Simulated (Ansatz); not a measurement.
# N on Ta(110): change of the work function

Aim: the work function of Ta(110) at several coverages of N (hollow site), and the dipole that each adsorbate carries.

Method: plane-wave DFT, PBE, Ansatz PAW, in Ansatz 0.2.0.

This is a report of a sequence of runs, with most program output left out.

## (1) Set-up

The cell holds 4 atoms: 4 Ta. Its edges and angles: a = 2.867 Å, b = 2.867 Å, c = 25.022 Å, α = 90.0°, β = 90.0°, γ = 70.5°. Vacuum lies along c.

## (2) The clean slab

The bare slab comes first, as the zero from which every change is counted. The two lowest layers are held at bulk places and the upper ones relax. The dipole correction removes the false field that a one-sided slab makes across the periodic vacuum, so each face gets a flat vacuum level of its own.

input.yaml reads:

```yaml
crystal:
  lattice:
    - [2.3405234457, -1.655, 0.0]
    - [2.3405234457, 1.655, 0.0]
    - [0.0, 0.0, 25.0215703372]
  atoms:
    - { symbol: Ta, position: [0.0, 0.0, 0.3596896549] }
    - { symbol: Ta, position: [0.5, 0.5, 0.453229885] }
    - { symbol: Ta, position: [0.0, 0.0, 0.546770115] }
    - { symbol: Ta, position: [0.5, 0.5, 0.6403103451] }
kpoints:
  mp_grid: { grid: [12, 12, 1] }
hamiltonian:
  xc: pbe
scf:
  occupations: { method: fermi_dirac, width: 0.1 }
  convergence: { dr2_threshold: 1.0e-08 }
efield:
  axis: 3
  dipole_correction: true
  ramp_position: 0.97
  ramp_width: 0.06
relax:
  f_tol: 0.02
  max_steps: 60
  constraints: [{ sites: [0, 1] }]
output:
  write_potential: true
  write_density: true
  volumetric_format: npy
```

On the command line:

```console
$ ansatz run input.yaml --threads 4 --pin off --max-ram 6144MiB --backend cpu --events-out ev --progress --plain --runs-dir out
```

Elapsed: 11 s, on 4 threads of INTEL XEON PLATINUM 8581C at 2.10GHz (Emerald Rapids), shared host; peak memory 0.63 GiB.

Relaxation path:

```tsv
step	energy less that of the first step (eV)	largest force component (eV/Å)
1	0.0000	0.4148
2	0.0216	0.7793
3	-0.0194	0.0178
```

Relaxation step 2 was tried and not accepted.

The run keeps the 4 symmetry operations that it works with, so distortions that break them were not tested.

The atoms that moved most (Å):

```tsv
atom	dx	dy	dz	length
Ta4	0.000	0.000	-0.089	0.089
```

Final coordinates:

```cif
data_structure
_symmetry_space_group_name_H-M 'P 1'
_symmetry_Int_Tables_number 1
_cell_length_a 2.8665
_cell_length_b 2.8665
_cell_length_c 25.0216
_cell_angle_alpha 90.000
_cell_angle_beta 90.000
_cell_angle_gamma 70.529
_cell_volume 193.85
loop_
_atom_site_label
_atom_site_type_symbol
_atom_site_fract_x
_atom_site_fract_y
_atom_site_fract_z
_atom_site_occupancy
Ta1 Ta 0.00000 0.00000 0.35969 1
Ta2 Ta 0.50000 0.50000 0.45323 1
Ta3 Ta 0.00000 0.00000 0.54687 1
Ta4 Ta 0.50000 0.50000 0.63676 1
```

Numbers from this step:

* energy at zero smearing: -39726.6887 eV
* work function, upper face: 4.767 eV
* work function, lower face: 4.818 eV
* dipole along the normal: 0.002172 e·Å
* step between the vacuum levels: -0.05074 eV

Running mean over 2.341 Å of the planar mean; the ramp of the sawtooth is left out. The electron's electrostatic potential energy less the Fermi level by z:

z (Å), electron's electrostatic potential energy less the Fermi level (eV) and a bar from the least value:
```
      3.5        4.8 ##############################
      4.0        4.8 ##############################
      4.5        4.8 ##############################
      5.0        4.8 ##############################
      5.5        4.8 ##############################
      6.0        4.6 ##############################
      6.5        4.2 #############################
      7.0        3.0 ##########################
      7.5       -0.2 ####################
      8.0       -5.2 ###########
      8.5       -8.9 ####
      9.0      -10.1 #
      9.5      -10.1 #
     10.0      -10.0 ##
     10.5      -10.0 ##
     11.0      -10.0 ##
     11.5      -10.0 ##
     12.0      -10.0 ##
     12.5      -10.0 ##
     13.0      -10.0 ##
     13.5      -10.0 ##
     14.0      -10.3 #
     14.5      -10.7 
     15.0      -10.9 
     15.5      -10.5 #
     16.0      -10.1 #
     16.5       -8.6 ####
     17.0       -4.5 ############
     17.5        0.3 #####################
     18.0        3.2 ###########################
     18.5        4.3 #############################
     19.0        4.6 ##############################
     19.5        4.7 ##############################
     20.0        4.8 ##############################
     20.5        4.8 ##############################
     21.0        4.8 ##############################
     21.5        4.8 ##############################
```

The relaxation took 3 steps and lowered the energy by 0.019 eV; the largest force on the free atoms ends at 0.018 eV/Å.

The work function of the upper face is 4.77 eV.

## (3) Adsorbate added, k-mesh 6×6×1, coverage 0.25 ML

System of this step: Ta16N (N/Ta(110)). The cell holds 17 atoms: 16 Ta and 1 N. Its edges and angles: a = 5.733 Å, b = 5.733 Å, c = 26.838 Å, α = 90.0°, β = 90.0°, γ = 70.5°. Vacuum lies along c.

The clean slab as it ended is repeated in the plane and the adsorbate is set on one face; the cell's size fixes the coverage, and the k-mesh shrinks with it to keep the sampling density about even. Adsorbate and upper layers relax, since the dipole depends on the height.

input.yaml reads:

```yaml
crystal:
  lattice:
    - [4.6810468914, -3.31, 0.0]
    - [4.6810468914, 3.31, 0.0]
    - [0.0, 0.0, 26.8377284103]
  atoms:
    - { symbol: Ta, position: [0.0, 0.0, 0.3353487994] }
    - { symbol: Ta, position: [0.25, 0.25, 0.4225589913] }
    - { symbol: Ta, position: [0.0, 0.0, 0.5098585475] }
    - { symbol: Ta, position: [0.25, 0.25, 0.5936716007] }
    - { symbol: Ta, position: [0.0, 0.5, 0.3353487994] }
    - { symbol: Ta, position: [0.25, 0.75, 0.4225589913] }
    - { symbol: Ta, position: [0.0, 0.5, 0.5098585475] }
    - { symbol: Ta, position: [0.25, 0.75, 0.5936716007] }
    - { symbol: Ta, position: [0.5, 0.0, 0.3353487994] }
    - { symbol: Ta, position: [0.75, 0.25, 0.4225589913] }
    - { symbol: Ta, position: [0.5, 0.0, 0.5098585475] }
    - { symbol: Ta, position: [0.75, 0.25, 0.5936716007] }
    - { symbol: Ta, position: [0.5, 0.5, 0.3353487994] }
    - { symbol: Ta, position: [0.75, 0.75, 0.4225589913] }
    - { symbol: Ta, position: [0.5, 0.5, 0.5098585475] }
    - { symbol: Ta, position: [0.75, 0.75, 0.5936716007] }
    - { symbol: "N", position: [0.42, 0.42, 0.6646512006] }
kpoints:
  mp_grid: { grid: [6, 6, 1] }
hamiltonian:
  xc: pbe
scf:
  occupations: { method: fermi_dirac, width: 0.1 }
  convergence: { dr2_threshold: 1.0e-08 }
efield:
  axis: 3
  dipole_correction: true
  ramp_position: 0.97
  ramp_width: 0.06
relax:
  f_tol: 0.02
  max_steps: 60
  constraints: [{ sites: [0, 1, 4, 5, 8, 9, 12, 13] }]
output:
  dos: { projected: true, e_range: [-8, 4] }
  write_potential: true
  write_density: true
  volumetric_format: npy
  elf: true
```

It took 3 min on 4 threads; peak memory 3 GiB; 11 min of CPU time.

This run has no spin polarisation although its electron count is odd.

The steps of the relaxation:

```tsv
step	energy less that of the first step (eV)	largest force component (eV/Å)
1	0.0000	5.4430
2	-1.6121	5.3277
3	-2.8513	3.6033
4	-3.4812	1.1159
5	-3.6577	0.2375
6	-3.6634	0.1882
7	-3.6721	0.0519
8	-3.6730	0.0141
```

Forces are held to the 2 operations that the run works with; a distortion that breaks them can't arise in this run.

The atoms that moved most (Å):

```tsv
atom	dx	dy	dz	length
N17	-0.046	0.000	-0.794	0.795
Ta4	-0.201	0.000	0.143	0.246
Ta12	-0.105	0.068	0.089	0.153
Ta8	-0.105	-0.068	0.089	0.153
Ta16	-0.042	0.000	-0.057	0.071
Ta15	-0.017	0.000	-0.045	0.048
Ta3	-0.023	0.000	0.022	0.032
Ta11	-0.025	0.009	0.015	0.030
```

The relaxed structure:

```
Ta N
1.0
     4.68105   -3.31000    0.00000
     4.68105    3.31000    0.00000
     0.00000    0.00000   26.83773
Ta N
16 1
Direct
  0.00000 0.00000 0.33535
  0.25000 0.25000 0.42256
  0.99751 0.99751 0.51066
  0.22857 0.22857 0.59901
  0.00000 0.50000 0.33535
  0.25000 0.75000 0.42256
  0.99874 0.49593 0.51041
  0.24899 0.72858 0.59700
  0.50000 0.00000 0.33535
  0.75000 0.25000 0.42256
  0.49593 0.99874 0.51041
  0.72858 0.24899 0.59700
  0.50000 0.50000 0.33535
  0.75000 0.75000 0.42256
  0.49818 0.49818 0.50819
  0.74547 0.74547 0.59154
  0.41507 0.41507 0.63508
```

Numbers from this step:

```
energy at zero smearing        : -159293.0935 eV
work function, upper face      : 4.746 eV
work function, lower face      : 4.781 eV
dipole along the normal        : 0.005927 e·Å
step between the vacuum levels : -0.03460 eV
```

Running mean over 2.341 Å of the planar mean; the ramp of the sawtooth is left out. Electron's electrostatic potential energy less the Fermi level against z:

z (Å), electron's electrostatic potential energy less the Fermi level (eV) and a bar from the least value:
```
      3.5        4.8 ##############################
      4.0        4.8 ##############################
      4.5        4.8 ##############################
      5.0        4.8 ##############################
      5.5        4.7 ##############################
      6.0        4.6 ##############################
      6.5        4.2 #############################
      7.0        3.0 ##########################
      7.5       -0.3 ####################
      8.0       -5.2 ###########
      8.5       -8.9 ####
      9.0      -10.1 #
      9.5      -10.1 #
     10.0      -10.0 #
     10.5      -10.0 #
     11.0      -10.0 #
     11.5      -10.0 #
     12.0      -10.0 ##
     12.5       -9.9 ##
     13.0       -9.9 ##
     13.5      -10.0 #
     14.0      -10.1 #
     14.5      -10.3 #
     15.0      -10.4 #
     15.5      -10.5 #
     16.0      -10.8 
     16.5       -9.8 ##
     17.0       -6.1 #########
     17.5       -1.2 ##################
     18.0        2.2 #########################
     18.5        4.0 ############################
     19.0        4.6 ##############################
     19.5        4.7 ##############################
     20.0        4.7 ##############################
     20.5        4.7 ##############################
     21.0        4.7 ##############################
     21.5        4.7 ##############################
     22.0        4.7 ##############################
     22.5        4.7 ##############################
     23.0        4.7 ##############################
     23.5        4.7 ##############################
```

The density of states has structure finer than the step of the table below, so its rows give means over 0.25 eV, whole bins alone (the curve runs from -8 to 1.98 eV). Peaks (eV: height): -1.410: 46.6, -1.290: 36.3, -1.170: 42.6, -1.050: 30.8, -0.810: 33.0, -0.600: 31.5, -0.240: 27.4.

Table of density of states by energy, zero at the Fermi level; means over each step:

```tsv
energy (eV)	density of states (states/eV a cell)
-7.75	0
-7.50	0.0291
-7.25	0.836
-7.00	0.882
-6.75	1.01
-6.50	1.05
-6.25	1.32
-6.00	2.73
-5.75	3.01
-5.50	3.03
-5.25	2.87
-5.00	6.26
-4.75	8.61
-4.50	7.90
-4.25	9.34
-4.00	10.4
-3.75	11.3
-3.50	11.1
-3.25	11.6
-3.00	16.9
-2.75	15.4
-2.50	12.3
-2.25	10.2
-2.00	12.6
-1.75	9.23
-1.50	27.2
-1.25	29.5
-1.00	23.9
-0.75	25.5
-0.50	25.0
-0.25	24.5
0.00	21.4
0.25	18.6
0.50	11.7
0.75	9.64
1.00	12.8
1.25	11.3
1.50	10.4
1.75	11.6
```

Projected DOS per atom over height of the atomic layer and energy from the Fermi level. Layers: Ta4 Ta4 Ta4 Ta4 N from below.

Values in states/eV, 22 rows by 5 columns, each cell a mean:
```
1.01 0.48 0.47 0.80 0.19
0.70 0.48 0.48 0.79 0.27
0.76 0.39 0.43 0.77 0.24
1.04 0.62 0.66 0.90 0.27
1.59 1.14 1.06 1.32 0.19
2.11 1.25 1.25 1.32 0.23
1.73 1.44 1.43 1.55 0.26
1.55 1.85 1.70 1.26 0.18
0.60 0.46 0.69 0.79 0.44
0.56 0.61 0.68 0.71 0.36
0.90 1.02 1.06 0.74 0.45
0.74 0.98 0.87 0.48 0.33
0.56 0.84 0.72 0.42 0.59
0.40 0.53 0.53 0.58 1.69
0.28 0.33 0.33 0.68 2.56
0.15 0.16 0.22 0.42 1.16
0.14 0.15 0.14 0.22 0.40
0.13 0.13 0.17 0.16 0.16
0.04 0.09 0.10 0.04 0.03
0.03 0.09 0.08 0.03 0.01
0.02 0.05 0.05 0.01 0.01
0.00 0.00 0.00 0.00 0.00
```
Columns: height of the atomic layer (Å) from 9 to 17.0 (not evenly spaced); rows upwards: energy from the Fermi level (eV) from -7.96 to 1.95.

Electrostatic potential energy in the ca plane at fractional y = 0.000, with atoms of Ta within 0.2 Å of it. With pseudopotentials it is smooth inside the atoms' cores, unlike the true potential.

Ten even steps from '0' (-59 eV) to '9' (8 eV), each cell a mean:
```
00047999999740004799999999999999999999999999
43468999999864346899999999999999999999999999
77789998899987778999889999999999999999999999
88899998899998889999889999999999999999999999
77789998899987778999889999999999999999999999
43468999999874346899999999999999999999999999
00047999999841014799999999999999999999999999
00037999999740004799999999999999999999999999
21258999999852025899999999999999999999999999
65679999999976567999889999999999999999999999
88899998899998889999888999999999999999999999
88899998899998889999889999999999999999999999
65679999999986568999999999999999999999999999
21258999999852125899999999999999999999999999
00037999999740004799999999999999999999999999
```
Columns run along c (16.0 Å, from fractional 0.32 to 0.92 of the cell; values clipped at the 3rd and 97th percentile), rows up along a (5.7 Å). Atoms in or near the plane, at fractional coordinates: Ta at (0.34, 0.00), Ta at (0.51, 0.00), Ta at (0.34, 0.50), Ta at (0.51, 0.50).

ELF in the ca plane at fractional y = 0.000, with atoms of Ta within 0.2 Å of it. It is the smooth field of the valence electrons, not physical close to the nuclei.

Ten even steps from '0' (0.00) to '9' (0.69), each cell a mean:
```
95873675565388588367767887531000000000000000
89844664466348984366545665421000000000000000
44446654457633433676445554310000000000000000
44457654457764346776555554210000000000000000
44445654457643433675555653210000000000000000
89844764456348984365456653100000000000000000
85873675565378588356556653100000000000000000
72784676565387269357656653210000000000000000
98963665566369896366555654210000000000000000
67534654456435763465445664210000000000000000
44456654457753335775445665310000000000000000
44456654457754345775446776420000000000000000
67534654456435653466557887521000000000000000
99963665566369996367778998531000000000000000
71684675565387269368889998631000000000000000
```
Columns run along c (16.0 Å, from fractional 0.32 to 0.92 of the cell), rows up along a (5.7 Å). Atoms in or near the plane, at fractional coordinates: Ta at (0.34, 0.00), Ta at (0.51, 0.00), Ta at (0.34, 0.50), Ta at (0.51, 0.50).

Valence density in the ca plane at fractional y = 0.000, with atoms of Ta within 0.2 Å of it. It is the smooth field of the valence electrons, not physical close to the nuclei.

Ten steps, logarithmic in the rise over the least value, from '0' (0.0 e/Å³) to '9' (4.3 e/Å³), each cell a mean:
```
99985443334589998544333221000000000000000000
88864444444468986444433221000000000000000000
55544444444445554444443221000000000000000000
44444444444444444444443221000000000000000000
56544444444445554444443221000000000000000000
89864444444468886444443211000000000000000000
99985444334589998544333211000000000000000000
99985443334589998544333211000000000000000000
99975444444479997444443221000000000000000000
67654444444457775444444321000000000000000000
44444444444444444444444321000000000000000000
44444444444444444444444321000000000000000000
67654444444456765444443321000000000000000000
99975444444479997444433321000000000000000000
99985443334589998544333221000000000000000000
```
Columns run along c (16.0 Å, from fractional 0.32 to 0.92 of the cell), rows up along a (5.7 Å). Atoms in or near the plane, at fractional coordinates: Ta at (0.34, 0.00), Ta at (0.51, 0.00), Ta at (0.34, 0.50), Ta at (0.51, 0.50).

The relaxation took 8 steps and lowered the energy by 3.7 eV; the largest force on the free atoms ends at 0.014 eV/Å.

By hand: a sheet of dipoles makes a step −p/(ε₀A) in the electron's potential. With e/ε₀ = 180.95 V·Å, p = 0.005927 e·Å and A = 30.99 Å², that is −180.95 × (0.005927) / 30.99 = -0.035 eV, and the two vacuum levels of the run differ by -0.035 eV.

The covered face has 4.75 eV, -0.02 eV against the clean one; the bare back face has moved by -0.04 eV, a measure of how thin the slab is.

## (4) The covered slab, k-mesh 12×12×1, coverage 1 ML

System of this step: Ta4N (N/Ta(110)). The cell holds 5 atoms: 4 Ta and 1 N. Its edges and angles: a = 2.867 Å, b = 2.867 Å, c = 26.838 Å, α = 90.0°, β = 90.0°, γ = 70.5°. Vacuum lies along c.

Another coverage, to see how the dipoles act on each other as their distance changes.

input.yaml, the sections that differ from step 3:

```yaml
crystal:
  lattice:
    - [2.3405234457, -1.655, 0.0]
    - [2.3405234457, 1.655, 0.0]
    - [0.0, 0.0, 26.8377284103]
  atoms:
    - { symbol: Ta, position: [0.0, 0.0, 0.3353487994] }
    - { symbol: Ta, position: [0.5, 0.5, 0.4225589913] }
    - { symbol: Ta, position: [0.0, 0.0, 0.5098585475] }
    - { symbol: Ta, position: [0.5, 0.5, 0.5936716007] }
    - { symbol: "N", position: [0.84, 0.84, 0.6646512006] }
kpoints:
  mp_grid: { grid: [12, 12, 1] }
relax:
  f_tol: 0.02
  max_steps: 60
  constraints: [{ sites: [0, 1] }]
output:
  write_potential: true
  write_density: true
  volumetric_format: npy
# hamiltonian, scf, efield: as in step 3
```

Wall time 30 s (4 threads); peak memory 0.68 GiB; 1.9 min of CPU time.

The steps of the relaxation:

```tsv
step	energy less that of the first step (eV)	largest force component (eV/Å)
1	0.0000	4.3957
2	-1.5876	5.0365
3	-3.3072	2.9759
4	-3.8069	1.2370
5	-3.8865	0.9524
6	-3.9346	0.1297
7	-3.9361	0.0295
8	-3.9363	0.0057
```

The run keeps the 2 symmetry operations that it works with, so distortions that break them were not tested.

The atoms that moved most (Å):

```tsv
atom	dx	dy	dz	length
N5	0.033	0.000	-0.792	0.793
Ta4	-0.125	0.000	0.215	0.248
Ta3	-0.013	0.000	-0.030	0.033
```

The relaxed structure:

```xyz
5
Lattice="2.3405 -1.6550 0.0000 2.3405 1.6550 0.0000 0.0000 0.0000 26.8377" Properties=species:S:1:pos:R:3
Ta    0.0000    0.0000    9.0000
Ta    2.3405    0.0000   11.3405
Ta   -0.0133    0.0000   13.6536
Ta    2.2157    0.0000   16.1474
N     3.9651    0.0000   17.0459
```

This step gave:

```
energy at zero smearing        : -40112.4121 eV
work function, upper face      : 5.548 eV
work function, lower face      : 4.811 eV
dipole along the normal        : -0.03156 e·Å
step between the vacuum levels : 0.7371 eV
```

Running mean over 2.341 Å of the planar mean; the ramp of the sawtooth is left out. The electron's electrostatic potential energy less the Fermi level by z:

```tsv
z (Å)	electron's electrostatic potential energy less the Fermi level (eV)
3.5	4.81
4.0	4.81
4.5	4.81
5.0	4.79
5.5	4.75
6.0	4.62
6.5	4.21
7.0	2.98
7.5	-0.239
8.0	-5.17
8.5	-8.90
9.0	-10.1
9.5	-10.1
10.0	-10.1
10.5	-10.0
11.0	-10.0
11.5	-10.0
12.0	-10.1
12.5	-10.2
13.0	-10.1
13.5	-9.96
14.0	-9.69
14.5	-9.15
15.0	-9.10
15.5	-10.4
16.0	-12.8
16.5	-13.2
17.0	-10.1
17.5	-4.73
18.0	0.293
18.5	3.95
19.0	5.27
19.5	5.50
20.0	5.54
20.5	5.55
21.0	5.55
21.5	5.55
22.0	5.55
22.5	5.55
23.0	5.55
23.5	5.55
```

The relaxation took 8 steps and lowered the energy by 3.9 eV; the largest force on the free atoms ends at 0.0057 eV/Å.

The covered face has 5.55 eV, +0.78 eV against the clean one; the bare back face has moved by -0.01 eV, a measure of how thin the slab is.

## (5) Work function against coverage

This step: plane-wave DFT, PBE, Ansatz PAW; work function against coverage (Ansatz 0.2.0).

The runs are now put side by side.

Numbers from this step:

- work function of the clean face: 4.767 eV
- largest change of the work function: 0.7814 eV

Table of work function of the covered face by coverage:

```tsv
coverage (adsorbates/nm²)	work function of the covered face (eV)
0.00	4.77
3.23	4.75
12.91	5.55
```

The dipole per adsorbate comes from the change of the cell's dipole. Coverage, by row:

```tsv
coverage (1/nm²)	coverage (ML)	work function (eV)	change (eV)	dipole per adsorbate, positive end outwards (debye)	mean height of the added atoms over the highest substrate atom (Å)
3.227	0.25	4.746	-0.02063	-0.013	0.9681
12.91	1	5.548	0.7814	-0.162	0.8985
```

## (6) Outcome

| Item | Value |
| --- | --- |
| work function of the clean face | 4.77 eV |
| work function at 0.25 ML | 4.75 eV |
| work function at 1 ML | 5.55 eV |
| dipole per adsorbate at 0.25 ML, positive end outwards | -0.01 D |

At the lowest coverage N changes the work function of Ta(110) by under 0.15 eV, within the error of so thin a slab; the largest change, +0.78 eV, comes at higher coverage. The slab has 4 layers, at the tabulated experimental lattice constant, one starting site was run, and quantum-size effects of a slab this thin can reach one or two tenths of an eV.

[Logs are printed without paths, hosts, clocks, repeated set-up lines and the standing remarks that a program may print on its own settings, such as how far it seeks lower states.]

[Hosts, paths, dates, database ids (printed as entryN), source tags and the programs' standing remarks are cut or masked in the printed files.]

[Maps of the electrostatic potential energy from Ansatz leave out the sawtooth potential of an applied field or a dipole correction, so their vacuum need not be flat; planar profiles and work functions include it.]

[The density of states shown here was stored with 400 of the rows of the run's finer table, so its peaks can read low, often by over a quarter, or be missed, and its means over a window can be off by a tenth or more.]
